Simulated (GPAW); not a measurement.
# Ballistic transport through an Al chain with a Si atom bridging one bond, from relaxation to T(E)

Aim: the conductance of an Al chain with a Si atom bridging one bond after relaxation, and whether geometry, basis or functional moves it most.

Main program and level: GPAW 26.7.0; GPAW LCAO, PAW setups; relaxation of the junction within the symmetry of its start, lead ends held, in the first sound run; inputs show where later runs differ.

## 1. Set-up

The cell holds 15 atoms: 14 Al and 1 Si. Cell: a = 9.000 Å, b = 9.000 Å, c = 33.800 Å, α = 90.0°, β = 90.0°, γ = 90.0°. Regions: left lead, 7 atoms (7 Al); channel, 1 atom (1 Si); right lead, 7 atoms (7 Al). Vacuum lies along a and b. The structure is stacked along c, and the current runs across the ab planes.

## 2. Relaxing the atoms

Transmission follows bond lengths closely, so the atoms between the held lead ends are relaxed first, within whatever symmetry the start has.

The input, run.py:

```python
import json
from ase import Atoms
from ase.constraints import FixAtoms
from ase.optimize import BFGS
from gpaw import GPAW, FermiDirac

device = Atoms(
    ['Al', 'Al', 'Al', 'Al', 'Al', 'Al', 'Al', 'Si', 'Al', 'Al', 'Al', 'Al', 'Al', 'Al', 'Al'],
    positions=[
        [4.50000, 4.50000, 1.20000],
        [4.50000, 4.50000, 3.60000],
        [4.50000, 4.50000, 6.00000],
        [4.50000, 4.50000, 8.40000],
        [4.50000, 4.50000, 10.80000],
        [4.50000, 4.50000, 13.20000],
        [4.50000, 4.50000, 15.60000],
        [6.36564, 4.50000, 16.90000],
        [4.50000, 4.50000, 18.20000],
        [4.50000, 4.50000, 20.60000],
        [4.50000, 4.50000, 23.00000],
        [4.50000, 4.50000, 25.40000],
        [4.50000, 4.50000, 27.80000],
        [4.50000, 4.50000, 30.20000],
        [4.50000, 4.50000, 32.60000]],
    cell=[[9.0, 0.0, 0.0], [0.0, 9.0, 0.0], [0.0, 0.0, 33.8]],
    pbc=True)

device.set_constraint(FixAtoms([0, 1, 2, 3, 4, 5, 9, 10, 11, 12, 13, 14]))
device.calc = GPAW(mode='lcao', basis='dzp', xc='PBE', h=0.18,
                   kpts={'size': (1, 1, 3), 'gamma': True},
                   symmetry={'tolerance': 1e-3, 'extra_ids': [1, 1, 1, 1, 1, 1, 0, 0, 0, 1, 1, 1, 1, 1, 1]},
                   occupations=FermiDirac(0.1), maxiter=250,
                   mixer=dict(beta=0.1, nmaxold=8, weight=100.0),
                   convergence=dict(density=0.0001), txt='relax.txt')
path = []
opt = BFGS(device, maxstep=0.15)
opt.attach(lambda: path.append((device.get_potential_energy(), device.positions.tolist(), device.get_forces().tolist())))
relaxed = bool(opt.run(fmax=0.05, steps=50))
json.dump(dict(relaxed=relaxed, path=path, positions=device.positions.tolist(), moments=device.get_magnetic_moments().tolist(),
               forces=device.get_forces(apply_constraint=False).tolist()), open('result.json', 'w'))
```

Command:

```sh
> OMP_NUM_THREADS=1 OPENBLAS_NUM_THREADS=1 python run.py
```

The program printed:

```text
Step          Energy          fmax
BFGS:    0      -28.876307        1.413882
BFGS:    1      -28.906703        1.083765
BFGS:    2      -28.959741        0.398506
BFGS:    3      -28.969667        0.382570
BFGS:    4      -28.976610        0.277367
BFGS:    5      -28.979891        0.191945
BFGS:    6      -28.981859        0.175185
BFGS:    7      -28.983880        0.197071
BFGS:    8      -28.987381        0.275253
BFGS:    9      -28.998365        0.542210
BFGS:   10      -29.020431        0.848344
BFGS:   11      -29.055421        1.176127
BFGS:   12      -29.094843        1.427248
BFGS:   13      -29.139453        1.579827
BFGS:   14      -29.191624        1.602190
BFGS:   15      -29.257265        1.419104
BFGS:   16      -29.339263        1.056529
BFGS:   17      -29.411036        0.348905
BFGS:   18      -29.420182        0.058367
BFGS:   19      -29.421083        0.038139
```

It took 15 min on 1 thread of Arm Neoverse V2, shared host; peak memory 1.6 GiB.

Relaxation path:

```tsv
step	energy less that of the first step (eV)	largest force (eV/Å)
1	0.0000	1.4139
2	-0.0300	1.0838
3	-0.0813	0.3985
4	-0.0901	0.3826
5	-0.0956	0.2774
6	-0.0980	0.1919
7	-0.0997	0.1752
8	-0.1018	0.1971
9	-0.1057	0.2753
10	-0.1177	0.5422
11	-0.1418	0.8483
12	-0.1796	1.1761
13	-0.2217	1.4272
14	-0.2690	1.5798
15	-0.3238	1.6022
16	-0.3921	1.4191
17	-0.4764	1.0565
18	-0.5496	0.3489
19	-0.5589	0.0584
20	-0.5599	0.0381
```

The atoms that moved most (Å):

```tsv
atom	dx	dy	dz	length
Al7	1.184	0.000	-0.134	1.191
Al9	1.184	0.000	0.134	1.191
Si8	1.165	0.000	0.000	1.165
```

The relaxation lowered the energy of the cell by 0.560 eV (energies extrapolated to zero smearing; the optimiser's log prints free energies). The largest force left on a free atom is 0.038 eV/Å.

## 3. GPAW, dzp

The script solves lead and junction separately, takes H and S in the orbital basis, and joins semi-infinite leads through their self-energies; the dzp basis is the working standard.

This step: GPAW LCAO, PAW setups; Landauer transmission from Green's functions with principal layers (ASE), zero bias (GPAW 26.7.0).

The input, run.py:

```python
import json
import numpy as np
from ase import Atoms
from ase.transport.calculators import TransportCalculator
from gpaw import GPAW, FermiDirac
from gpaw.lcao.tools import get_lcao_hamiltonian
from scipy.linalg import eigh

# The junction with lead layers at both ends, along the third cell vector
device = Atoms(
    ['Al', 'Al', 'Al', 'Al', 'Al', 'Al', 'Al', 'Si', 'Al', 'Al', 'Al', 'Al', 'Al', 'Al', 'Al'],
    positions=[
        [4.50000, 4.50000, 1.20000],
        [4.50000, 4.50000, 3.60000],
        [4.50000, 4.50000, 6.00000],
        [4.50000, 4.50000, 8.40000],
        [4.50000, 4.50000, 10.80000],
        [4.50000, 4.50000, 13.20000],
        [5.68374, 4.50000, 15.46557],
        [7.53090, 4.50000, 16.90000],
        [5.68374, 4.50000, 18.33443],
        [4.50000, 4.50000, 20.60000],
        [4.50000, 4.50000, 23.00000],
        [4.50000, 4.50000, 25.40000],
        [4.50000, 4.50000, 27.80000],
        [4.50000, 4.50000, 30.20000],
        [4.50000, 4.50000, 32.60000]],
    cell=[[9.0, 0.0, 0.0], [0.0, 9.0, 0.0], [0.0, 0.0, 33.8]],
    pbc=True)

# One principal layer of the lead: the first 4 atoms of the device
lead = Atoms(
    ['Al', 'Al', 'Al', 'Al'],
    positions=[
        [4.50000, 4.50000, 1.20000],
        [4.50000, 4.50000, 3.60000],
        [4.50000, 4.50000, 6.00000],
        [4.50000, 4.50000, 8.40000]],
    cell=[[9.0, 0.0, 0.0], [0.0, 9.0, 0.0], [0.0, 0.0, 9.6]],
    pbc=True)

settings = dict(mode='lcao', basis='dzp', xc='PBE', h=0.2,
                occupations=FermiDirac(0.1), maxiter=250,
                mixer=dict(beta=0.1, nmaxold=8, weight=100.0),
                convergence=dict(density=0.0001))
energies = np.arange(-2, 2 + 1e-9, 0.025)
eta = 0.0001
n1, n2 = 1, 1
# k and -k transmit alike, so half of the mesh across the current serves
mesh = [(i, j) for i in range(n1) for j in range(n2) if (i, j) <= (-i % n1, -j % n2)]
weights = np.array([1 if (i, j) == (-i % n1, -j % n2) else 2 for i, j in mesh]) / (n1 * n2)

# [... helper functions left out ...]
fermi_lead = ground_state(lead, (1, 1, 12), 'lead.txt')
fermi_device = ground_state(device, (1, 1, 3), 'device.txt')
# [... loop over the mesh left out, but for ...]
        # Shift the lead onto the potential of the device's first layer
        shift = ((H[:, 0, 0] - H0[:, 0, 0]) / S0[0, 0]).real.mean()
# [...]
kT = 8.617333e-5 * 300
bias = [0.1, 0.2, 0.5, 1.0, 1.5, 2.0]
# [... integrals and printing left out ...]
```

The program printed:

```text
basis functions: device 195, principal layer 52
Fermi level: lead -3.1259 eV, device -3.0611 eV; lead shifted by 0.0039 eV
largest coupling past the next layer 1.42e-15 eV, largest misfit of the first layer 0.026 eV
  E-E_F (eV)   T (one spin)  channels
    -2.000    2.3461e-01    1.0000
    -1.975    2.4323e-01    1.0000
    -1.950    2.5234e-01    1.0000
    -1.925    2.6199e-01    1.0000
    -1.900    2.7224e-01    1.0000
    -1.875    2.8317e-01    1.0000
    -1.850    2.9488e-01    1.0000
    -1.825    3.0745e-01    1.0000
    -1.800    3.2100e-01    1.0000
    -1.775    3.3567e-01    1.0000
    -1.750    3.5160e-01    1.0000
    -1.725    3.6897e-01    1.0000
    -1.700    3.8799e-01    1.0000
    -1.675    4.0891e-01    1.0000
    -1.650    4.3202e-01    1.0000
    -1.625    4.5764e-01    1.0000
[...]
1.825    1.2620e+00    3.0000
     1.850    1.2627e+00    3.0000
     1.875    1.2627e+00    3.0000
     1.900    1.2622e+00    3.0000
     1.925    1.2610e+00    3.0000
     1.950    1.2592e+00    3.0000
     1.975    1.2568e+00    3.0000
     2.000    1.2539e+00    3.0000
conductance at 300 K: 1.0534 G0 a cell; thermopower -1.638 uV/K
current from the zero-bias T(E) at 0.1 V: 8.1344 uA
current from the zero-bias T(E) at 0.2 V: 16.102 uA
current from the zero-bias T(E) at 0.5 V: 37.284 uA
current from the zero-bias T(E) at 1.0 V: 59.826 uA
current from the zero-bias T(E) at 1.5 V: 81.146 uA
current from the zero-bias T(E) at 2.0 V: 94.07 uA
```

The job ended after 58 s (1 thread; peak memory 1.1 GiB).

This step gave:

```
conductance                                             : 1.053 G₀
thermopower                                             : -1.638 μV/K
largest coupling past the next principal layer          : 1.42e-15 eV
largest misfit of the first principal layer             : 0.02609 eV
shift that aligns the lead                              : 0.003904 eV
basis functions of the junction                         : 195
basis functions of a principal layer                    : 52
transmission at the Fermi level (one spin)              : 1.063
open channels of the lead at the Fermi level (one spin) : 2
```

One spin. Transmission, zone mean against energy, zero at the Fermi level:

```tsv
energy (eV)	transmission, zone mean
-2.000	0.235
-1.900	0.272
-1.800	0.321
-1.700	0.388
-1.600	0.486
-1.500	0.640
-1.400	0.886
-1.350	0.996
-1.300	0.393
-1.200	1.3e-6
-1.100	2.9e-9
-1.000	1.5e-10
-0.900	2.9e-11
-0.800	1.3e-11
-0.700	9.3e-12
-0.600	8.2e-12
-0.500	1.1e-11
-0.400	1.4e-7
-0.300	0.387
-0.200	0.770
-0.100	0.996
0.000	1.06
0.100	1.05
0.200	1.00
0.300	0.973
0.400	0.969
0.500	1.000
0.600	1.07
0.700	1.20
0.750	1.23
0.800	1.03
0.900	0.257
1.000	0.745
1.100	0.902
1.200	1.00
1.300	1.08
1.400	1.14
1.500	1.19
1.600	1.23
1.700	1.25
1.800	1.26
1.900	1.26
2.000	1.25
```

Crossings of the lead's bands, unfolded to its shortest repeat. Table of open channels, zone mean by energy, zero at the Fermi level:

energy (eV), open channels, zone mean and a bar:
```
   -2.000       1.00 ##########
   -1.900       1.00 ##########
   -1.800       1.00 ##########
   -1.700       1.00 ##########
   -1.600       1.00 ##########
   -1.500       1.00 ##########
   -1.400       1.00 ##########
   -1.300       1.00 ##########
   -1.200       0.00 
   -1.100       0.00 
   -1.000       0.00 
   -0.900       0.00 
   -0.800       0.00 
   -0.700       0.00 
   -0.600       0.00 
   -0.500       0.00 
   -0.400       0.00 
   -0.300       2.00 ####################
   -0.200       2.00 ####################
   -0.100       2.00 ####################
    0.000       2.00 ####################
    0.100       2.00 ####################
    0.200       2.00 ####################
    0.300       2.00 ####################
    0.400       2.00 ####################
    0.500       2.00 ####################
    0.600       2.00 ####################
    0.700       2.00 ####################
    0.800       2.00 ####################
    0.900       2.00 ####################
    1.000       3.00 ##############################
    1.100       3.00 ##############################
    1.200       3.00 ##############################
    1.300       3.00 ##############################
    1.400       3.00 ##############################
    1.500       3.00 ##############################
    1.600       3.00 ##############################
    1.700       3.00 ##############################
    1.800       3.00 ##############################
    1.900       3.00 ##############################
    2.000       3.00 ##############################
```

Not self-consistent under bias; the bias window is split evenly. The current through one cell, from the zero-bias transmission by bias:

```tsv
bias (V)	current through one cell, from the zero-bias transmission (μA)
0.100	8.13
0.200	16.1
0.500	37.3
1.000	59.8
1.500	81.1
2.000	94.1
```

The transmission of the three most open eigenchannels by energy, zero at the Fermi level:

```tsv
energy (eV)	channel 1	channel 2	channel 3
-2.000	0.235	8.9e-12	0
-1.800	0.321	8.6e-12	0
-1.600	0.486	8.3e-12	0
-1.400	0.886	8.1e-12	0
-1.200	1.3e-6	7.8e-12	0
-1.000	1.4e-10	7.6e-12	0
-0.800	6.5e-12	6.5e-12	0
-0.600	6.7e-12	1.4e-12	0
-0.400	8.1e-8	6.2e-8	7.1e-12
-0.200	0.551	0.219	6.8e-12
0.000	0.721	0.343	6.5e-12
0.200	0.688	0.315	6.3e-12
0.400	0.701	0.268	6.1e-12
0.600	0.830	0.244	1.4e-11
0.800	0.789	0.238	2.7e-9
1.000	0.328	0.241	0.175
1.200	0.630	0.246	0.126
1.400	0.796	0.248	0.0972
1.600	0.902	0.245	0.0785
1.800	0.963	0.231	0.0660
2.000	0.992	0.205	0.0576
```

Couplings past the next layer reach 1.4e-15 eV, small enough to drop; the matrix elements of the cell's first layer differ from the bulk lead's by up to 0.026 eV. That layer keeps its own values in the calculation, and only beyond it is the lead taken as perfect. The Fermi levels of lead and junction count from different zeros of potential, one for each periodic cell; with both set to zero, the small remaining shift is what aligns them. By hand: G = 1.053 × 77.48 μS = 81.6 μS, a resistance of 12.3 kΩ; at 0.1 V a linear junction would pass 8.16 μA, and the integral over the bias window gives 8.13 μA. Mott's formula, S = -(π²/3)(k_B²T/e) d ln T/dE, has the prefactor 7.33 μV/K·eV at 300 K; T = 1.057 at -0.025 eV and 1.064 at 0.025 eV give a slope of 0.121 per eV and S = -0.884 μV/K, beside -1.64 μV/K from the thermal integral, which interpolates the same grid.

## 4. GPAW, szp: basis = "szp(dzp)"

The second zeta is dropped, the polarisation orbitals stay.

Edit run.py of step 3 so:

```diff
@@ -41,3 +41,3 @@
 
-settings = dict(mode='lcao', basis='dzp', xc='PBE', h=0.2,
+settings = dict(mode='lcao', basis='szp(dzp)', xc='PBE', h=0.2,
                 occupations=FermiDirac(0.1), maxiter=250,
```

The program printed:

```text
basis functions: device 135, principal layer 36
Fermi level: lead -3.5823 eV, device -3.4991 eV; lead shifted by 0.0044 eV
largest coupling past the next layer 1.49e-15 eV, largest misfit of the first layer 0.026 eV
  E-E_F (eV)   T (one spin)  channels
    -2.000    2.2739e-01    1.0000
    -1.975    2.3723e-01    1.0000
    -1.950    2.4771e-01    1.0000
    -1.925    2.5889e-01    1.0000
    -1.900    2.7086e-01    1.0000
    -1.875    2.8374e-01    1.0000
    -1.850    2.9764e-01    1.0000
    -1.825    3.1271e-01    1.0000
    -1.800    3.2911e-01    1.0000
    -1.775    3.4704e-01    1.0000
    -1.750    3.6675e-01    1.0000
    -1.725    3.8851e-01    1.0000
    -1.700    4.1268e-01    1.0000
    -1.675    4.3967e-01    1.0000
    -1.650    4.7000e-01    1.0000
    -1.625    5.0430e-01    1.0000
[...]
1.825    1.3061e+00    3.0000
     1.850    1.3068e+00    3.0000
     1.875    1.3070e+00    3.0000
     1.900    1.3067e+00    3.0000
     1.925    1.3059e+00    3.0000
     1.950    1.3046e+00    3.0000
     1.975    1.3029e+00    3.0000
     2.000    1.3008e+00    3.0000
conductance at 300 K: 1.0262 G0 a cell; thermopower -1.571 uV/K
current from the zero-bias T(E) at 0.1 V: 7.9229 uA
current from the zero-bias T(E) at 0.2 V: 15.676 uA
current from the zero-bias T(E) at 0.5 V: 36.102 uA
current from the zero-bias T(E) at 1.0 V: 57.33 uA
current from the zero-bias T(E) at 1.5 V: 77.528 uA
current from the zero-bias T(E) at 2.0 V: 95.037 uA
```

Run time: 49 s. Hardware: 1 thread; peak memory 1.1 GiB.

Numbers from this step:

| Property | Result |
| --- | --- |
| conductance | 1.026 G₀ |
| thermopower | -1.571 μV/K |
| largest coupling past the next principal layer | 1.49e-15 eV |
| largest misfit of the first principal layer | 0.02554 eV |
| shift that aligns the lead | 0.004416 eV |
| basis functions of the junction | 135 |
| basis functions of a principal layer | 36 |
| transmission at the Fermi level (one spin) | 1.036 |

One spin. Transmission, zone mean against energy, zero at the Fermi level:

energy (eV), transmission, zone mean and a bar:
```
   -2.000       0.23 #####
   -1.900       0.27 ######
   -1.800       0.33 ########
   -1.700       0.41 #########
   -1.600       0.54 ############
   -1.500       0.77 ##################
   -1.425       0.99 #######################
   -1.400       0.87 ####################
   -1.300       0.00 
   -1.200       0.00 
   -1.100       0.00 
   -1.000       0.00 
   -0.900       0.00 
   -0.800       0.00 
   -0.700       0.00 
   -0.600       0.00 
   -0.500       0.00 
   -0.400       0.00 
   -0.300       0.32 #######
   -0.200       0.73 #################
   -0.100       0.97 ######################
    0.000       1.04 ########################
    0.100       1.02 #######################
    0.200       0.97 ######################
    0.300       0.94 ######################
    0.400       0.94 ######################
    0.500       0.98 ######################
    0.600       1.07 #########################
    0.700       1.23 ############################
    0.800       0.81 ###################
    0.900       0.94 ######################
    1.000       1.01 #######################
    1.100       1.07 #########################
    1.200       1.12 ##########################
    1.300       1.17 ###########################
    1.400       1.22 ############################
    1.500       1.25 #############################
    1.600       1.28 #############################
    1.700       1.30 ##############################
    1.800       1.30 ##############################
    1.900       1.31 ##############################
    2.000       1.30 ##############################
```

Crossings of the lead's bands, unfolded to its shortest repeat. The open channels, zone mean by energy, zero at the Fermi level:

```tsv
energy (eV)	open channels, zone mean
-2.000	1
-1.900	1
-1.800	1
-1.700	1
-1.600	1
-1.500	1
-1.400	1
-1.300	0
-1.200	0
-1.100	0
-1.000	0
-0.900	0
-0.800	0
-0.700	0
-0.600	0
-0.500	0
-0.400	0
-0.300	2
-0.200	2
-0.100	2
0.000	2
0.100	2
0.200	2
0.300	2
0.400	2
0.500	2
0.600	2
0.700	2
0.800	3
0.900	3
1.000	3
1.100	3
1.200	3
1.300	3
1.400	3
1.500	3
1.600	3
1.700	3
1.800	3
1.900	3
2.000	3
```

Not self-consistent under bias; the bias window is split evenly. Table of current through one cell, from the zero-bias transmission by bias:

```tsv
bias (V)	current through one cell, from the zero-bias transmission (μA)
0.100	7.92
0.200	15.7
0.500	36.1
1.000	57.3
1.500	77.5
2.000	95.0
```

Table of transmission of the three most open eigenchannels by energy, zero at the Fermi level:

```tsv
energy (eV)	channel 1	channel 2	channel 3
-2.000	0.227	0	0
-1.900	0.271	0	0
-1.800	0.329	0	0
-1.700	0.413	0	0
-1.600	0.543	0	0
-1.500	0.769	0	0
-1.400	0.867	0	0
-1.300	3.4e-7	0	0
-1.200	6.4e-9	0	0
-1.100	2.1e-10	0	0
-1.000	2.7e-11	0	0
-0.900	6.2e-12	0	0
-0.800	2.1e-12	0	0
-0.700	0	0	0
-0.600	0	0	0
-0.500	0	0	0
-0.400	2.1e-10	1.7e-10	0
-0.300	0.237	0.0819	0
-0.200	0.547	0.187	0
-0.100	0.694	0.277	0
0.000	0.716	0.320	0
0.100	0.696	0.320	0
0.200	0.674	0.300	0
0.300	0.667	0.277	0
0.400	0.683	0.259	1.6e-12
0.500	0.732	0.246	1.0e-11
0.600	0.832	0.239	1.2e-10
0.700	0.997	0.236	8.1e-9
0.800	0.435	0.237	0.136
0.900	0.572	0.241	0.132
1.000	0.647	0.246	0.118
1.100	0.713	0.252	0.104
1.200	0.774	0.257	0.0930
1.300	0.828	0.262	0.0837
1.400	0.874	0.266	0.0759
1.500	0.913	0.269	0.0696
1.600	0.942	0.271	0.0644
1.700	0.965	0.271	0.0601
1.800	0.980	0.268	0.0566
1.900	0.990	0.262	0.0538
2.000	0.996	0.253	0.0515
```

The conductance, 1.03 G₀, lies 2.6 % below that of the dzp run.

## 5. Minimal basis

The minimal basis is the cheapest rung: no second zeta and no polarisation.

Edit run.py of step 4 so:

```diff
@@ -41,3 +41,3 @@
 
-settings = dict(mode='lcao', basis='szp(dzp)', xc='PBE', h=0.2,
+settings = dict(mode='lcao', basis='sz(dzp)', xc='PBE', h=0.2,
                 occupations=FermiDirac(0.1), maxiter=250,
```

The program printed:

```text
basis functions: device 60, principal layer 16
Fermi level: lead -3.8293 eV, device -3.7267 eV; lead shifted by 0.0081 eV
largest coupling past the next layer 9.58e-16 eV, largest misfit of the first layer 0.037 eV
  E-E_F (eV)   T (one spin)  channels
    -2.000    1.7125e-01    1.0000
    -1.975    1.8239e-01    1.0000
    -1.950    1.9456e-01    1.0000
[...]
1.975    1.3457e+00    3.0000
     2.000    1.3452e+00    3.0000
conductance at 300 K: 1.0475 G0 a cell; thermopower -1.664 uV/K
current from the zero-bias T(E) at 0.1 V: 8.0902 uA
current from the zero-bias T(E) at 0.2 V: 16.022 uA
current from the zero-bias T(E) at 0.5 V: 37.201 uA
current from the zero-bias T(E) at 1.0 V: 60.397 uA
current from the zero-bias T(E) at 1.5 V: 82.928 uA
current from the zero-bias T(E) at 2.0 V: 105.06 uA
```

Wall time 33 s (1 thread); peak memory 0.98 GiB.

Numbers from this step:

```
conductance                                    : 1.048 G₀
thermopower                                    : -1.664 μV/K
largest coupling past the next principal layer : 9.58e-16 eV
largest misfit of the first principal layer    : 0.03664 eV
shift that aligns the lead                     : 0.008114 eV
basis functions of the junction                : 60
basis functions of a principal layer           : 16
transmission at the Fermi level (one spin)     : 1.057
```

The conductance, 1.05 G₀, lies 0.6 % below that of the dzp run.

[end of part 1 of 2]

[Logs are printed without paths, hosts, clocks, repeated set-up lines and the standing remarks that a program may print on its own settings, such as how far it seeks lower states.]

[Hosts, paths, dates, database ids (printed as entryN), source tags and the programs' standing remarks are cut or masked in the printed files.]
